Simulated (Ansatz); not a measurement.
## Decaying states in the gap of Ca2CdMoO6

A new crystal, Ca2CdMoO6: structure, gap and complex bands. It is built by putting Ca for Ba in the Ba2CdMoO6 structure of space group Fm-3m, with the volume rescaled by atomic radii. The parent structure comes from the Materials Project.

Program: Ansatz 0.2.0. Level of theory: PBE DFT, plane waves, PAW files, in the first sound run; inputs show where later runs differ. Results are calculated unless marked as measured.

The structure was built from a prototype and need not be the compound's stable phase.

### Step 1. The starting structure

The structure is cubic, space group Fm-3m (No. 225). The conventional cell has a = 8.037 Å, b = 8.037 Å, c = 8.037 Å, α = 90.00°, β = 90.00°, γ = 90.00°. Ca has 12 O at 2.85 Å nearest. Nearest to Cd lie 6 O at 2.17 Å. Nearest to Mo lie 6 O at 1.85 Å. Nearest to O lie 1 Mo at 1.85 Å and 1 Cd at 2.17 Å and 4 Ca at 2.85 Å. It derives from Ba2CdMoO6. Ca for Ba in the Ba2CdMoO6 structure of space group Fm-3m. Farther neighbours and most contacts between anions are not listed.

### Step 2. Relaxing the new crystal

The substituted atoms don't fit the parent's cell, so cell and atoms relax together. A small smearing keeps the run stable in case the gap closes on the way.

Input file input.yaml:

```yaml
crystal:
  lattice:
    - [0.0, 4.0184142553, 4.0184142553]
    - [4.0184142553, 0.0, 4.0184142553]
    - [4.0184142553, 4.0184142553, 0.0]
  atoms:
    - { symbol: Ca, position: [0.25, 0.25, 0.25] }
    - { symbol: Ca, position: [0.75, 0.75, 0.75] }
    - { symbol: Cd, position: [0.5, 0.5, 0.5] }
    - { symbol: Mo, position: [0.0, 0.0, 0.0] }
    - { symbol: O, position: [0.769951, 0.230049, 0.230049] }
    - { symbol: O, position: [0.230049, 0.769951, 0.769951] }
    - { symbol: O, position: [0.230049, 0.769951, 0.230049] }
    - { symbol: O, position: [0.769951, 0.230049, 0.769951] }
    - { symbol: O, position: [0.230049, 0.230049, 0.769951] }
    - { symbol: O, position: [0.769951, 0.769951, 0.230049] }
kpoints:
  mp_grid: { grid: [6, 6, 6] }
scf:
  occupations: { method: gaussian, width: 0.03 }
hamiltonian:
  xc: pbe
output:
  forces: true
  stress: true
relax:
  f_tol: 0.02
  max_steps: 60
  cell: {}
```

Command:

```sh
$ ansatz run input.yaml --threads 2 --pin off --max-ram 4096MiB --backend cpu --events-out ev --progress --plain --runs-dir out
```

Numbers of over 12 decimals in the logs are rounded to 6 here.

Log:

```text
Engine: ansatz 0.2.0, aarch64-unknown-linux-gnu
Pseudopotentials: kind: paw
Pseudopotential: Ca, paw, valence charge 10, recommended cutoff 420 eV (normal), Ca.paw.azcp
Pseudopotential: Cd, paw, valence charge 20, recommended cutoff 420 eV (normal), Cd.paw.azcp
Pseudopotential: Mo, paw, valence charge 14, recommended cutoff 420 eV (normal), Mo.paw.azcp
Pseudopotential: O, paw, valence charge 6, recommended cutoff 420 eV (normal), O.paw.azcp
Functional definition: PBE
  parameter kappa = 0.804
  parameter beta = 0.066725
  exchange = pbe_x(kappa = kappa, mu = beta*pi^2/3)
  correlation = pbe_c(beta = beta)
Crystal: 10 atoms, lattice volume = 129.776 Å³
Basis set: ecut = 420 eV, 2637 PW (Γ), exchange–correlation on 80×80×80 points (8 copies of the dense FFT grid, shifted against one another)
Bands: 55, of which v1, the nominal top of the filled ones, is band 45 counted from 1 (44 counted from 0)
Symmetry: 48 space group operations
Space group: Fm-3m (ITA 225), of the structure as read, at distance tolerance 5.1e-5 Å
k-points: 16 of 216
Non-local potential: Ca, projectors of the file, l = 0: 3, l = 1: 2, l = 2: 2
Non-local potential: Cd, projectors of the file, l = 0: 3, l = 1: 2, l = 2: 2, l = 3: 1
Non-local potential: Mo, projectors of the file, l = 0: 3, l = 1: 2, l = 2: 2, l = 3: 1
Non-local potential: O, projectors of the file, l = 0: 2, l = 1: 2, l = 2: 1
PAW form: soft (Blöchl's): semilocal exchange-correlation on the pseudo side does not see the compensation charge
PAW one-centre angular grid: Ca, 110 points (default); XC on 64 Gauss nodes
PAW one-centre angular grid: Cd, 590 points (default); XC on 64 Gauss nodes
PAW one-centre angular grid: Mo, 590 points (default); XC on 64 Gauss nodes
PAW one-centre angular grid: O, 110 points (default); XC on 64 Gauss nodes
Initial density: superposition of atomic densities (neutral atoms: chi_scale 0, normalization atom), corrected by the library's trained network
Initial wavefunctions: pseudopotential atomic-orbital guess
Functional: x = pbe(κ = 0.804, μ = 0.219515), c = pbe(β = 0.066725)
SCF iter   1: F=—  HF=-20254.165458 eV  |F-HF|=—  |Δ(HF+E_count)|=         —  Δρ=2.16e-3  dr2=1.12e-2  ethr=1.77e-3  ⟨swp⟩=8.6  Hψ=3919  notcnv=0  defer=1
preconditioner: auto → Resta (q_TF=auto, 2.567 Å⁻¹)  ε∞=5.2  [insulator: Δε(μ)=2.312 eV  Ē_g=13.348 eV  σ=0.030 eV  W_gap=1.00  n_scr=26 (ndim 8)  ℏωp=27.3 eV  f_vac=0.016  D(μ)=0.00/eV (n_scr^D=0)  ε∞_Penn≈5.2]
SCF iter   2: F=—  HF=-20254.165797 eV  |F-HF|=—  |Δ(HF+E_count)|=   3.39e-4  Δρ=1.13e-3  dr2=1.53e-3  ethr=1.24e-5  ⟨swp⟩=2.3  Hψ=1704  notcnv=0  defer=33
SCF iter   3: F=—  HF=-20254.165738 eV  |F-HF|=—  |Δ(HF+E_count)|=   5.90e-5  Δρ=5.76e-4  dr2=4.22e-4  ethr=1.70e-6  ⟨swp⟩=2.0  Hψ=1199  notcnv=0  defer=33
SCF iter   4: F=—  HF=-20254.165760 eV  |F-HF|=—  |Δ(HF+E_count)|=   2.19e-5  Δρ=2.55e-4  dr2=1.09e-4  ethr=4.69e-7  ⟨swp⟩=2.0  Hψ=1000  notcnv=0  defer=33
SCF iter   5: F=—  HF=-20254.165748 eV  |F-HF|=—  |Δ(HF+E_count)|=   1.23e-5  Δρ=5.31e-5  dr2=5.68e-6  ethr=1.21e-7  ⟨swp⟩=2.0  Hψ=1174  notcnv=0  defer=33
SCF iter   6: F=—  HF=-20254.165789 eV  |F-HF|=—  |Δ(HF+E_count)|=   4.14e-5  Δρ=1.83e-5  dr2=3.57e-7  ethr=6.32e-9  ⟨swp⟩=2.0  Hψ=1500  notcnv=0  defer=33
SCF iter   7: F=-20254.165789 eV  HF=-20254.165789 eV  |F-HF|=1.12e-9  |Δ(HF+E_count)|=   6.28e-8  Δρ=5.20e-6  dr2=2.25e-8  ethr=1.11e-10  ⟨swp⟩=4.0  Hψ=2737  notcnv=0
SCF 1 converged in 7 iterations: F = -20254.165789 eV  dr2 = 2.25e-8
  greatest PAW one-centre occupation: 1.000 electrons in one spin orbital (limit 2), on the Cd atom at site 2 (counted from 0), in its partial waves of l = 1
relax step   1: F+E_penalty+E_count = -20254.16578925 eV  Δ(F+E_penalty+E_count) = +0.000e0 eV  max|allowed force component| = 1.773e0 eV/Å  Δτ_max = 0.0000 Å  P = +12.349 GPa  Ω = 129.776 Å³  (7 SCF iters, dr2 threshold 1.00e-7 eV, accepted)
Crystal: 10 atoms, lattice volume = 138.132 Å³
Basis set: ecut = 420 eV, 2733 PW (Γ), exchange–correlation on 80×80×80 points (8 copies of the dense FFT grid, shifted against one another)
Initial density: handed on by an earlier stage of this run
Initial wavefunctions: those handed on with the density
iter 1 solved again at ethr=2.19e-4 eV; its pass at ethr=3.10e-3 eV (dr2=1.97e-1 eV) is discarded
SCF iter   1: F=—  HF=-20254.554124 eV  |F-HF|=—  |Δ(HF+E_count)|=         —  Δρ=1.16e-2  dr2=2.02e-1  ethr=2.19e-4  ⟨swp⟩=1.7  Hψ=4104  notcnv=0
preconditioner: auto → Resta (q_TF=auto, 2.540 Å⁻¹)  ε∞=5.2  [insulator: Δε(μ)=1.923 eV  Ē_g=12.924 eV  σ=0.030 eV  W_gap=1.00  n_scr=50 (ndim 8)  ℏωp=26.4 eV  f_vac=0.026  D(μ)=0.00/eV (n_scr^D=0)  ε∞_Penn≈5.2]
SCF iter   2: F=—  HF=-20254.523116 eV  |F-HF|=—  |Δ(HF+E_count)|=   3.10e-2  Δρ=5.33e-3  dr2=3.64e-2  ethr=2.19e-4  ⟨swp⟩=2.6  Hψ=1570  notcnv=0
SCF iter   3: F=—  HF=-20254.517334 eV  |F-HF|=—  |Δ(HF+E_count)|=   5.78e-3  Δρ=2.36e-3  dr2=5.78e-3  ethr=4.05e-5  ⟨swp⟩=2.1  Hψ=1400  notcnv=0
SCF iter   4: F=—  HF=-20254.516762 eV  |F-HF|=—  |Δ(HF+E_count)|=   5.72e-4  Δρ=4.73e-4  dr2=3.68e-4  ethr=6.43e-6  ⟨swp⟩=2.0  Hψ=1648  notcnv=0
SCF iter   5: F=—  HF=-20254.516792 eV  |F-HF|=—  |Δ(HF+E_count)|=   2.95e-5  Δρ=1.63e-4  dr2=3.01e-5  ethr=4.09e-7  ⟨swp⟩=2.1  Hψ=1361  notcnv=0
SCF iter   6: F=—  HF=-20254.516812 eV  |F-HF|=—  |Δ(HF+E_count)|=   2.02e-5  Δρ=4.85e-5  dr2=2.29e-6  ethr=3.35e-8  ⟨swp⟩=2.0  Hψ=1493  notcnv=0
SCF iter   7: F=-20254.516815 eV  HF=-20254.516814 eV  |F-HF|=2.05e-7  |Δ(HF+E_count)|=   2.34e-6  Δρ=1.20e-5  dr2=3.12e-7  ethr=1.11e-9  ⟨swp⟩=4.0  Hψ=2716  notcnv=0
SCF 2 converged in 7 iterations: F = -20254.516815 eV  dr2 = 3.12e-7
relax step   2: F+E_penalty+E_count = -20254.51681450 eV  Δ(F+E_penalty+E_count) = -3.510e-1 eV  max|allowed force component| = 1.655e-1 eV/Å  Δτ_max = 0.0154 Å  P = -0.417 GPa  Ω = 138.132 Å³  energy of the carried Pulay correction = -2.836e-2 eV  (7 SCF iters, dr2 threshold 1.00e-6 eV, accepted)
Crystal: 10 atoms, lattice volume = 137.454 Å³
iter 1 solved again at ethr=1.40e-6 eV; its pass at ethr=3.10e-3 eV (dr2=1.26e-3 eV) is discarded
SCF iter   1: F=—  HF=-20254.522872 eV  |F-HF|=—  |Δ(HF+E_count)|=         —  Δρ=6.22e-4  dr2=1.09e-3  ethr=1.40e-6  ⟨swp⟩=2.1  Hψ=3908  notcnv=0
preconditioner: auto → Resta (q_TF=auto, 2.542 Å⁻¹)  ε∞=5.2  [insulator: Δε(μ)=2.099 eV  Ē_g=12.995 eV  σ=0.030 eV  W_gap=1.00  n_scr=26 (ndim 8)  ℏωp=26.5 eV  f_vac=0.020  D(μ)=0.00/eV (n_scr^D=0)  ε∞_Penn≈5.2]
SCF iter   2: F=—  HF=-20254.522695 eV  |F-HF|=—  |Δ(HF+E_count)|=   1.77e-4  Δρ=3.23e-4  dr2=1.26e-4  ethr=1.21e-6  ⟨swp⟩=2.0  Hψ=1204  notcnv=0
SCF iter   3: F=—  HF=-20254.522658 eV  |F-HF|=—  |Δ(HF+E_count)|=   3.67e-5  Δρ=1.64e-4  dr2=3.72e-5  ethr=1.40e-7  ⟨swp⟩=2.0  Hψ=1367  notcnv=0
SCF iter   4: F=—  HF=-20254.522652 eV  |F-HF|=—  |Δ(HF+E_count)|=   6.23e-6  Δρ=5.83e-5  dr2=5.76e-6  ethr=4.14e-8  ⟨swp⟩=2.8  Hψ=1301  notcnv=0
SCF iter   5: F=-20254.522651 eV  HF=-20254.522651 eV  |F-HF|=3.55e-8  |Δ(HF+E_count)|=   8.70e-7  Δρ=1.45e-5  dr2=3.13e-7  ethr=1.11e-9  ⟨swp⟩=2.9  Hψ=3346  notcnv=0
SCF 3 converged in 5 iterations: F = -20254.522651 eV  dr2 = 3.13e-7
relax step   3: F+E_penalty+E_count = -20254.52265143 eV  Δ(F+E_penalty+E_count) = -5.837e-3 eV  max|allowed force component| = 1.868e-2 eV/Å  Δτ_max = 0.0047 Å  P = -0.023 GPa  Ω = 137.454 Å³  energy of the carried Pulay correction = -2.613e-2 eV  (5 SCF iters, dr2 threshold 1.00e-6 eV, accepted)
[...]
relax step   4: F+E_penalty+E_count = -20254.55855311 eV  Δ(F+E_penalty+E_count) = -3.590e-2 eV  max|allowed force component| = 1.769e-2 eV/Å  Δτ_max = 0.0000 Å  P = +0.404 GPa  Ω = 137.454 Å³  stress off target by 4.04e-1 GPa  SCF on the basis re-selected at this cell (its energy is not comparable with the rows above)  (7 SCF iters)
[...]
relax step   5: F+E_penalty+E_count = -20254.55786003 eV  Δ(F+E_penalty+E_count) = +6.931e-4 eV  max|allowed force component| = 5.601e-3 eV/Å  Δτ_max = 0.0004 Å  P = +0.052 GPa  Ω = 137.801 Å³  energy of the carried Pulay correction = -1.158e-3 eV  (5 SCF iters, dr2 threshold 4.08e-7 eV, accepted)
[...]
relax step   6: F+E_penalty+E_count = -20254.55771926 eV  Δ(F+E_penalty+E_count) = +1.408e-4 eV  max|allowed force component| = 7.236e-4 eV/Å  Δτ_max = 0.0001 Å  P = -0.002 GPa  Ω = 137.845 Å³  energy of the carried Pulay correction = -1.307e-3 eV  (5 SCF iters, dr2 threshold 6.67e-9 eV, accepted)
iter 1 solved again at ethr=3.27e-7 eV; its pass at ethr=3.10e-3 eV (dr2=2.94e-4 eV) is discarded
SCF iter   1: F=—  HF=-20254.558834 eV  |F-HF|=—  |Δ(HF+E_count)|=         —  Δρ=1.93e-5  dr2=7.16e-8  ethr=3.27e-7  ⟨swp⟩=3.0  Hψ=6128  notcnv=0
eigensolver tolerance schedule: the retry pair's looser diagonalisation over-reported the residual by 4111.22 of it (diagonalisation noise at 0.77 of the residual, at the tolerance the schedule requests for it); recorded, not acted on — ethr = c·dr2/N_el stays at c = 1.0e-1
preconditioner: auto → Resta (q_TF=auto, 2.541 Å⁻¹)  ε∞=5.2  [insulator: Δε(μ)=2.089 eV  Ē_g=12.982 eV  σ=0.030 eV  W_gap=1.00  n_scr=26 (ndim 8)  ℏωp=26.5 eV  f_vac=0.020  D(μ)=0.00/eV (n_scr^D=0)  ε∞_Penn≈5.2]
SCF iter   2: F=—  HF=-20254.558840 eV  |F-HF|=—  |Δ(HF+E_count)|=   6.00e-6  Δρ=9.38e-6  dr2=1.95e-8  ethr=7.95e-11  ⟨swp⟩=2.9  Hψ=1681  notcnv=0
SCF iter   3: F=—  HF=-20254.558840 eV  |F-HF|=—  |Δ(HF+E_count)|=   4.06e-8  Δρ=2.85e-6  dr2=3.54e-9  ethr=2.17e-11  ⟨swp⟩=2.0  Hψ=1227  notcnv=0
SCF iter   4: F=—  HF=-20254.558840 eV  |F-HF|=—  |Δ(HF+E_count)|=   2.93e-9  Δρ=7.46e-7  dr2=8.78e-10  ethr=3.93e-12  ⟨swp⟩=2.0  Hψ=1344  notcnv=0
SCF iter   5: F=-20254.558840 eV  HF=-20254.558840 eV  |F-HF|=2.18e-11  |Δ(HF+E_count)|=  6.55e-11  Δρ=1.54e-7  dr2=2.13e-11  ethr=1.00e-12  ⟨swp⟩=3.0  Hψ=3386  notcnv=0
SCF 7 converged in 5 iterations: F = -20254.558840 eV  dr2 = 2.13e-11
relax step   7: F+E_penalty+E_count = -20254.55884043 eV  Δ(F+E_penalty+E_count) = -1.121e-3 eV  max|allowed force component| = 7.205e-4 eV/Å  Δτ_max = 0.0000 Å  P = +0.004 GPa  Ω = 137.845 Å³  stress off target by 4.46e-3 GPa  SCF on the basis re-selected at this cell (its energy is not comparable with the rows above)  (5 SCF iters)
basis re-selected at this cell: Δ(F+E_penalty+E_count) = -1.121e-3 eV, ΔP = +0.006 GPa vs the last step (what re-selecting the basis moved, of the pressure what is left beyond the Pulay correction that the steps carried, after the strain that the cell walked since its last selection, with what the two solves' SCF thresholds leave and, on support functions, any second-order correction that the steps lacked; it is no m [...]
SCF converged after 5 iterations
Free energy (F): -20254.558840 eV
Harris-Foulkes:  -20254.558840 eV  (|F-HF|=2.18e-11)
Internal energy: -20254.558840 eV  (E = F + TS)
E sigma→0 (E₀):  -20254.558840 eV
Fermi energy:    9.780498 eV
--- Per-component energies (eV) ---
  E_band       = -890.186870
  E_kinetic    = 2545.334554
  E_local      = -8349.018070  (includes V_loc(G=0)·N_el)
  E_nonlocal   = 587.305280
  E_hartree    = 3355.097330
  E_xc         = -1077.467190
  E_vxc        = -1357.839055  (∫ρ·V_xc dr)
  E_paw        = -9948.289223  (= ΣΔE_a)
  E_vpaw       = -1026.178830  (= ΣTr[D̂ρ^β])
  E_aug_tail   = 0.014440  (compensation charges beyond the density's cutoff)
  E_ewald      = -7367.535960
  E_smearing   = -0.000000  (= −TS)
  E_closure    = -0.000000  (closes the sum)
  Σ components = -20254.558840   (vs F -20254.558840, Δ=0.00e0)
--- Forces (eV/Å), atoms counted from 1 ---
  atom   1  Ca     0.00000000     0.00000000     0.00000000
  atom   2  Ca    -0.00000000    -0.00000000    -0.00000000
  atom   3  Cd     0.00000000    -0.00000000     0.00000000
  atom   4  Mo     0.00000000    -0.00000000    -0.00000000
  atom   5  O     -0.00072046     0.00000000     0.00000000
  atom   6  O      0.00072046    -0.00000000    -0.00000000
  atom   7  O      0.00000000    -0.00072046     0.00000000
  atom   8  O     -0.00000000     0.00072046    -0.00000000
  atom   9  O      0.00000000     0.00000000    -0.00072046
  atom  10  O     -0.00000000    -0.00000000     0.00072046
  max |Σ_I F_I| component: 2.89e-17 eV/Å
--- Stress (GPa, compression-positive) ---
        0.004462      -0.000000      -0.000000
        0.000000       0.004462      -0.000000
       -0.000000      -0.000000       0.004462
  P = ⅓ Tr σ = 0.0045 GPa (0.045 kbar)
--- Relaxed structure (5 steps of the walk, 5 accepted, 2 SCFs on fresh bases) ---
  F+E_penalty+E_count = -20254.55884043 eV   max|allowed force component| = 7.205e-4 eV/Å   (the final SCF, on the basis selected at the relaxed cell)
  cell:  # Å, volume = 137.8452 Å³
    - [0, 4.100032, 4.100032]
    - [4.100032, 0, 4.100032]
    - [4.100032, 4.100032, 0]
  atoms:
    - { symbol: Ca, position: [0.250000, 0.250000, 0.250000] }
    - { symbol: Ca, position: [0.750000, 0.750000, 0.750000] }
    - { symbol: Cd, position: [0.500000, 0.500000, 0.500000] }
    - { symbol: Mo, position: [1.1804120240634512e-19, 0, 0] }
    - { symbol: O, position: [0.767486, 0.232514, 0.232514] }
    - { symbol: O, position: [0.232514, 0.767486, 0.767486] }
    - { symbol: O, position: [0.232514, 0.767486, 0.232514] }
    - { symbol: O, position: [0.767486, 0.232514, 0.767486] }
    - { symbol: O, position: [0.232514, 0.232514, 0.767486] }
    - { symbol: O, position: [0.767486, 0.767486, 0.232514] }
```

Wall time 17 s (2 threads of Arm Neoverse V2, shared host); peak memory 0.46 GiB.

Relaxation path:

```csv
step,energy less that of the first step (eV),largest force component (eV/Å),pressure (GPa),volume (Å³)
1,0.0000,1.7727,12.35,129.78
2,-0.3510,0.1655,-0.42,138.13
3,-0.3569,0.0187,-0.02,137.45
4*,-0.3928,0.0177,0.40,137.45
5,-0.3921,0.0056,0.05,137.80
6,-0.3919,0.0007,0.00,137.85
7*,-0.3931,0.0007,0.00,137.85
```

Relaxation steps marked * repeat the geometry before them on a plane-wave basis chosen anew for their cell, so energy and pressure can jump there.

Forces are held to the 48 operations that the run works with; a distortion that breaks them can't arise in this run.

```csv
"conventional cell, symmetrised",before,after,change
a (Å),8.037,8.200,+2.0 %
b (Å),8.037,8.200,+2.0 %
c (Å),8.037,8.200,+2.0 %
volume (Å³/atom),12.98,13.78,+6.2 %
```

The atoms that moved most (Å, as changes of fractional coordinates times the final cell):

```csv
atom,dx,dy,dz,length
O7,0.000,0.020,0.000,0.020
O5,0.020,0.000,0.000,0.020
O6,-0.020,0.000,0.000,0.020
O8,0.000,-0.020,0.000,0.020
O9,0.000,0.000,0.020,0.020
O10,0.000,0.000,-0.020,0.020
```

Numbers from this step:

```
free energy  : -20254.5588 eV
Fermi energy : 9.780 eV
pressure     : 0.004462 GPa
```

The largest force component on a free atom ends at 7.2e-4 eV/Å.

### Step 3. Band edges

The energy window and the wavevectors of the next steps follow from the band edges, so these are searched first, off the mesh as well.

Input file input.yaml:

```yaml
crystal:
  lattice:
    - [0.0, 4.1000321868, 4.1000321868]
    - [4.1000321868, 0.0, 4.1000321868]
    - [4.1000321868, 4.1000321868, 0.0]
  atoms:
    - { symbol: Ca, position: [0.25, 0.25, 0.25] }
    - { symbol: Ca, position: [0.75, 0.75, 0.75] }
    - { symbol: Cd, position: [0.5, 0.5, 0.5] }
    - { symbol: Mo, position: [0.0, 0.0, 0.0] }
    - { symbol: O, position: [0.7674856043, 0.2325143957, 0.2325143957] }
    - { symbol: O, position: [0.2325143957, 0.7674856043, 0.7674856043] }
    - { symbol: O, position: [0.2325143957, 0.7674856043, 0.2325143957] }
    - { symbol: O, position: [0.7674856043, 0.2325143957, 0.7674856043] }
    - { symbol: O, position: [0.2325143957, 0.2325143957, 0.7674856043] }
    - { symbol: O, position: [0.7674856043, 0.7674856043, 0.2325143957] }
kpoints:
  mp_grid: { grid: [6, 6, 6] }
  band_path: { path: [VBM, CBM], npoints: 30 }
scf:
  occupations: { method: fixed }
hamiltonian:
  xc: pbe
output:
  eigenvalues: true
  write_potential: true
  write_density: true
  volumetric_format: npy
```

Log:

```text
[...]
Crystal: 10 atoms, lattice volume = 137.845 Å³
Basis set: ecut = 420 eV, 2733 PW (Γ)
Bands: 55, of which v1, the nominal top of the filled ones, is band 45 counted from 1 (44 counted from 0)
Symmetry: 48 space group operations
[...]
k-points: 16 of 216
[...]
SCF iter   1: F=—  HF=-20254.554153 eV  |F-HF|=—  |Δ(HF+E_count)|=         —  Δρ=2.09e-3  dr2=9.58e-3  ethr=1.77e-3  ⟨swp⟩=5.2  Hψ=2875  notcnv=0  defer=110
[...]
SCF iter   7: F=-20254.558883 eV  HF=-20254.558883 eV  |F-HF|=1.03e-9  |Δ(HF+E_count)|=   1.59e-9  Δρ=2.53e-6  dr2=9.03e-9  ethr=1.11e-10  ⟨swp⟩=12.9  Hψ=3639  notcnv=0
SCF 1 converged in 7 iterations: F = -20254.558883 eV  dr2 = 9.03e-9
[...]
NSCF: frozen V_eff on 16 k-points
[...]
SCF converged after 7 iterations
Free energy (F): -20254.558883 eV
[...]
Internal energy: -20254.558883 eV  (E = F + TS)
E sigma→0 (E₀):  -20254.558883 eV
Fermi energy:    8.735815 eV
[...]
--- Band table (eV; the first three rows and the last of 16) ---
  k-point 0: bands = [... 41 lower, 7.6923, 8.4208, 8.4208, 8.4208, 11.0445, 11.0445, 11.0445, 12.2577, ... 6 higher]
  k-point 1: bands = [... 41 lower, 7.9483, 8.2883, 8.2883, 8.3575, 11.0263, 11.1051, 11.1051, 12.6585, ... 6 higher]
  k-point 2: bands = [... 41 lower, 7.9371, 8.2028, 8.4969, 8.4969, 10.9613, 11.1763, 11.1763, 13.3511, ... 6 higher]
  k-point 15: bands = [... 41 lower, 7.7947, 7.8635, 7.9088, 8.1897, 10.9843, 11.4257, 11.7110, 13.2133, ... 6 higher]
```

It took 8.9 s on 2 threads; peak memory 0.44 GiB; 17 s of CPU time.

This step gave:

* free energy: -20254.5589 eV
* Fermi energy: 8.736 eV
* gap on the k-mesh: 2.089 eV
* gap on path: 2.089 eV, by band count; negative where bands overlap
* direct gap on path: 2.189 eV
* edge places on path: 0, 0.6636 1/A along the path

Electronic bands along the path, in eV, zero at the Fermi level (highest filled level under fixed occupations); v1 is the highest filled band, c1 the lowest empty one:

```csv
point,v4,v3,v2,v1,c1,c2,c3,c4
VBM,-0.98,-0.64,0.00,0.00,2.19,2.46,2.46,4.92
halfway,-0.88,-0.59,-0.59,-0.52,2.23,2.66,2.75,4.66
CBM,-1.19,-0.94,-0.94,-0.39,2.09,2.98,2.98,4.11
```

The searched edges give 2.09 eV, as on the mesh.

(Continued in part 2 of 3.)

[Logs are printed without paths, hosts, clocks, repeated set-up lines and the standing remarks that a program may print on its own settings, such as how far it seeks lower states.]

[Hosts, paths, dates, database ids (printed as entryN), source tags and the programs' standing remarks are cut or masked in the printed files.]
